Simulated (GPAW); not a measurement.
# free-standing triangular W monolayer, spacing 2.904 A: cost and accuracy of the functional, part 2 of 2

How far do the magnetic results of free-standing triangular W monolayer, spacing 2.904 A hang on the functional?

GPAW 26.7.0; several functionals; plane waves with GPAW's PAW setups, scalar-relativistic.

So far. Step 7 (Set 3 (PBE), start antiferro q=(0,1/2,0) +-): This start lies -23.1 meV a seeded atom from the first, a change of -23.1 meV since set 1; its largest moment is 0.599 μB. Step 8 (Set 4 (RPBE), start ferro +): After 14 cycles the seed has died away: no moment is left.

## Step 9: Set 4 (RPBE), start antiferro q=(0,1/2,0) +-

Level of this step: RPBE; plane waves with GPAW's PAW setups, scalar-relativistic (GPAW).

Contents of order2.py:

```python
import json
import numpy as np
from ase import Atoms
from ase.parallel import paropen, parprint
from gpaw import GPAW

atoms = Atoms(['W', 'W'],
    cell=[[2.904, 0.0, 0.0],
         [-2.904, 5.029876, 0.0],
         [0.0, 0.0, 14.0]],
    scaled_positions=[[0.0, 0.0, 0.5],
         [0.0, 0.5, 0.5]],
    pbc=True,
    magmoms=[1.0, -1.0])
atoms.calc = GPAW(mode={'name': 'pw', 'ecut': 550},
    xc='RPBE',
    kpts={'size': (10, 5, 1), 'gamma': True},
    occupations={'name': 'fermi-dirac', 'width': 0.1},
    convergence={'density': 1e-05, 'energy': 1e-05},
    maxiter=200,
    txt='order2.txt')
e = atoms.get_potential_energy(force_consistent=True)
res = {'free_energy': e, 'energy_sigma0': atoms.get_potential_energy(), 'fermi_energy': atoms.calc.get_fermi_level()}
res['moments'] = atoms.get_magnetic_moments().tolist()
res['total'] = atoms.get_magnetic_moment()
parprint('site moments (muB):', np.round(res['moments'], 3))
parprint(f"total moment: {res['total']:.3f} muB")
parprint(f'free energy: {e:.6f} eV')
atoms.calc.write('order2.gpw')
with paropen('results.json', 'w') as f:
    json.dump(res, f)
```

Started as:

```
$ OMP_NUM_THREADS=1 python3 order2.py > order2.log
```

Log:

```text
site moments (muB): [ 0.753 -0.753]
total moment: -0.000 muB
free energy: -15.657726 eV

--- order2.txt ---
Input parameters:
  mode=PW(ecut=550),
  convergence={'density': 1e-05, 'energy': 1e-05},
  kpts=MonkhorstPack(size=(10, 5, 1), gamma=True),
  maxiter=200,
  occupations=Occupations(name='fermi-dirac', width=0.1),
  xc=XC(name='RPBE')

Diagonalizing LCAO Hamiltonian
Converting LCAO to pw mode

         W
[...]
|          6 |       -39.625 |     1.000 |       -39.625 |     1.000 |
|          7 |       -39.580 |     1.000 |       -39.580 |     1.000 |
[...]
|         17 |         0.392 |     0.000 |         0.392 |     0.000 |
|         18 |         0.915 |     0.000 |         0.915 |     0.000 |
|         19 |         1.010 |     0.000 |         1.010 |     0.000 |
|         20 |         2.988 |     0.000 |         2.988 |     0.000 |

No gap
No difference between direct/indirect transitions


[key lines of the parts left out:]
Free energy:     -15.657726
Converged in 17 steps
dipole moment: (-10.813287, -18.729154, 0.000028)  # |e|*Ang
Fermi level: -1.997
```

The job ended after 2.2 min (1 MPI rank of AMD EPYC 7R43, shared host; peak memory 0.37 GiB).

Read from the output:

```yaml
magnetization: 0 μB
final_state: antiferromagnetic
largest_moment: 0.7527 μB
```

This start lies -49.4 meV a seeded atom from the first, a change of -26.3 meV since set 3; its largest moment is 0.753 μB.

## Step 10: Set 5 (BLYP), start ferro +

Contents of order1.py:

```python
import json
import numpy as np
from ase import Atoms
from ase.parallel import paropen, parprint
from gpaw import GPAW

atoms = Atoms(['W'],
    cell=[[2.904, 0.0, 0.0],
         [-1.452, 2.514938, 0.0],
         [0.0, 0.0, 14.0]],
    scaled_positions=[[0.0, 0.0, 0.5]],
    pbc=True,
    magmoms=[1.0])
atoms.calc = GPAW(mode={'name': 'pw', 'ecut': 550},
    xc='BLYP',
    kpts={'size': (10, 10, 1), 'gamma': True},
    occupations={'name': 'fermi-dirac', 'width': 0.1},
    convergence={'density': 1e-05, 'energy': 1e-05},
    maxiter=200,
    txt='order1.txt')
e = atoms.get_potential_energy(force_consistent=True)
res = {'free_energy': e, 'energy_sigma0': atoms.get_potential_energy(), 'fermi_energy': atoms.calc.get_fermi_level()}
res['moments'] = atoms.get_magnetic_moments().tolist()
res['total'] = atoms.get_magnetic_moment()
parprint('site moments (muB):', np.round(res['moments'], 3))
parprint(f"total moment: {res['total']:.3f} muB")
parprint(f'free energy: {e:.6f} eV')
atoms.calc.write('order1.gpw')
with paropen('results.json', 'w') as f:
    json.dump(res, f)
```

Started as:

```
$ OMP_NUM_THREADS=1 python3 order1.py > order1.log
```

Log:

```text
FileNotFoundError: Could not find required PAW dataset file "W.BLYP".
You need to set the GPAW_SETUP_PATH environment variable to point to
the directories where PAW dataset and basis files are stored.  See

--- order1.txt ---
Input parameters:
  mode=PW(ecut=550),
  convergence={'density': 1e-05, 'energy': 1e-05},
  kpts=MonkhorstPack(size=(10, 10, 1), gamma=True),
  maxiter=200,
  occupations=Occupations(name='fermi-dirac', width=0.1),
  xc=XC(name='BLYP')
```

Elapsed: 2.4 s, on 1 MPI rank; peak memory 0.1 GiB.

The input was rejected at the start.

The program's message: “FileNotFoundError: Could not find required PAW dataset file "W.BLYP".”

## Step 11: Set 5 (BLYP), start antiferro q=(0,1/2,0) +-

order2.py is the script of step 9 with these lines changed:

```diff
@@ -15,3 +15,3 @@
 atoms.calc = GPAW(mode={'name': 'pw', 'ecut': 550},
-    xc='RPBE',
+    xc='BLYP',
     kpts={'size': (10, 5, 1), 'gamma': True},
```

Started as:

```
$ OMP_NUM_THREADS=1 python3 order2.py > order2.log
```

Log:

```text
FileNotFoundError: Could not find required PAW dataset file "W.BLYP".
You need to set the GPAW_SETUP_PATH environment variable to point to
the directories where PAW dataset and basis files are stored.  See

--- order2.txt ---
Input parameters:
  mode=PW(ecut=550),
  convergence={'density': 1e-05, 'energy': 1e-05},
  kpts=MonkhorstPack(size=(10, 5, 1), gamma=True),
  maxiter=200,
  occupations=Occupations(name='fermi-dirac', width=0.1),
  xc=XC(name='BLYP')
```

Elapsed: 2.3 s, on 1 MPI rank; peak memory 0.1 GiB.

The input was rejected at the start.

The program's message: “FileNotFoundError: Could not find required PAW dataset file "W.BLYP".”

## Step 12: The sets together

List, by row:

```
set  functional  state from the first start  state from the second start  second less first (meV a seeded atom)  moment, first (μB)  moment, second (μB)  CPU time (s)
   1         LDA                non-magnetic                 non-magnetic                                      0                   0                    0         172.3
   3         PBE                non-magnetic            antiferromagnetic                                 -23.11                   0               0.5987         221.2
   4        RPBE                non-magnetic            antiferromagnetic                                 -49.42                   0               0.7527         174.6
```

## Step 13: What came out

```json
{"range of the moment in the table, second start": "0 to 0.753 μB", "range of CPU time": "2.9 min to 3.7 min", "range of the energy difference": "-49.4 to 0 meV a seeded atom"}
```

What this shows: For the second start the functionals give moments from 0 to 0.753 μB and energy differences from -49.4 to 0 meV a seeded atom, a spread that no finer setting would remove; all use the same cell, so differences in their own lattice constants don't enter. Sets 2 and 5 gave no pair of finished runs and are missing from the table. Not all sets end in the same states, so some differences compare unlike states.

[Logs and program files are shortened in this print: banners, set-up blocks, solver, clock and traceback lines can be left out without a mark of their own.]

[Logs are printed without paths, hosts, clocks, repeated set-up lines and the standing remarks that a program may print on its own settings, such as how far it seeks lower states.]

[Hosts, paths, dates, database ids (printed as entryN), source tags and the programs' standing remarks are cut or masked in the printed files.]

[Where a cell is said to come from a database of computed structures, the database is the Materials Project.]
